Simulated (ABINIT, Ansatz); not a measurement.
# Calculated records

## How the form of the self-energy moves the gap of CsSrF3 (Pm-3m)

The structure is cubic, space group Pm-3m (No. 221). Conventional cell: a = 4.763 Å, b = 4.763 Å, c = 4.763 Å, α = 90.00°, β = 90.00°, γ = 90.00°. Cs has 12 F at 3.37 Å nearest. Nearest to Sr lie 6 F at 2.38 Å. Nearest to F lie 2 Sr at 2.38 Å and 4 Cs at 3.37 Å. Farther neighbours, and contacts between anions beyond the nearest, are not listed.

```xyz
5
Lattice="4.7632 0.0000 0.0000 0.0000 4.7632 0.0000 0.0000 0.0000 4.7632" Properties=species:S:1:pos:R:3 pbc="T T T"
Cs    0.0000    0.0000    0.0000
Sr    2.3816    2.3816    2.3816
F     0.0000    2.3816    2.3816
F     2.3816    0.0000    2.3816
F     2.3816    2.3816    0.0000
```

| Item | Value |
| --- | --- |
| method | RPA screening on LDA, plane waves, norm-conserving pseudopotentials (and 3 further levels or steps) |
| program | ABINIT 10.8.3 |
| settings | cutoff 36 Ha, PseudoDojo scalar-relativistic 0.4.1 standard, norm-conserving, ngkpt (2, 2, 2), nband 91, ecuteps 4.2 Ha, gwcalctyp 2, nfreqre 16, nfreqim 8, inclvkb 2, freqremax 40 eV, spmeth 1, nomegasf 120, shiftk (0, 0, 0), symchi 1, awtr 1, frequency cd, 2×2×2 k-mesh |
| cost | 8 runs, 4.9 min in all on 4 MPI ranks of Intel Xeon Platinum 8259CL at 2.50GHz (Skylake/Cascade Lake), shared host |
| notes | The program’s warnings: Min real frequency set to default [Ha] =. The cell and positions are those that the Materials Project relaxed with its own functionals (PBE, PBE+U or r2SCAN), kept fixed. Limits: no spin-orbit coupling. The 2×2×2 mesh is coarse for this cell, which bears on the long-range parts of exchange and screening. |
| G0W0, Godby-Needs plasmon pole | 9.560 eV |
| G0W0, Engel-Farid plasmon pole | 9.547 eV |
| G0W0, von der Linden-Horsch plasmon pole | 9.695 eV |
| one-shot Hartree-Fock | 18.238 eV |
| G0W0, contour deformation | 9.527 eV |
| known limits | short of the basis limit; no spin-orbit coupling; coarse k mesh |

G0W0, Engel-Farid plasmon pole: −0.013 eV against G0W0, Godby-Needs plasmon pole. G0W0, von der Linden-Horsch plasmon pole: +0.135 eV against G0W0, Godby-Needs plasmon pole.

[Long decimals in the printed logs are rounded to 6 places.]

[Logs are printed without paths, hosts, clocks, repeated set-up lines and the standing remarks that a program may print on its own settings, such as how far it seeks lower states.]

[Paths, hosts, dates, memory and timing lines, banners, echoed tables and standing remarks are left out of the program output; an Ansatz launch command may be rebuilt from the run's recorded settings. Measured values are a selection of at most five: reports struck by readers or far from the other reports are left out. None is set beside runs whose start may be inverted or whose files or cutoffs have a known fault.]

[Runs of the session that timed out or met a known fault of the program may be left out.]

[Hosts, paths, dates, database ids (printed as entryN), source tags and the programs' standing remarks are cut or masked in the printed files.]

[G0W0 gaps are taken among the corrected bands and points alone; a level outside them can change the order at an edge.]

[Where Ansatz stands beside ABINIT at settings called matched, ABINIT's density can come from a denser mesh and the files from another edition; pairs whose starting gaps differed by over 0.03 eV were left out, so agreement reads better than it is.]
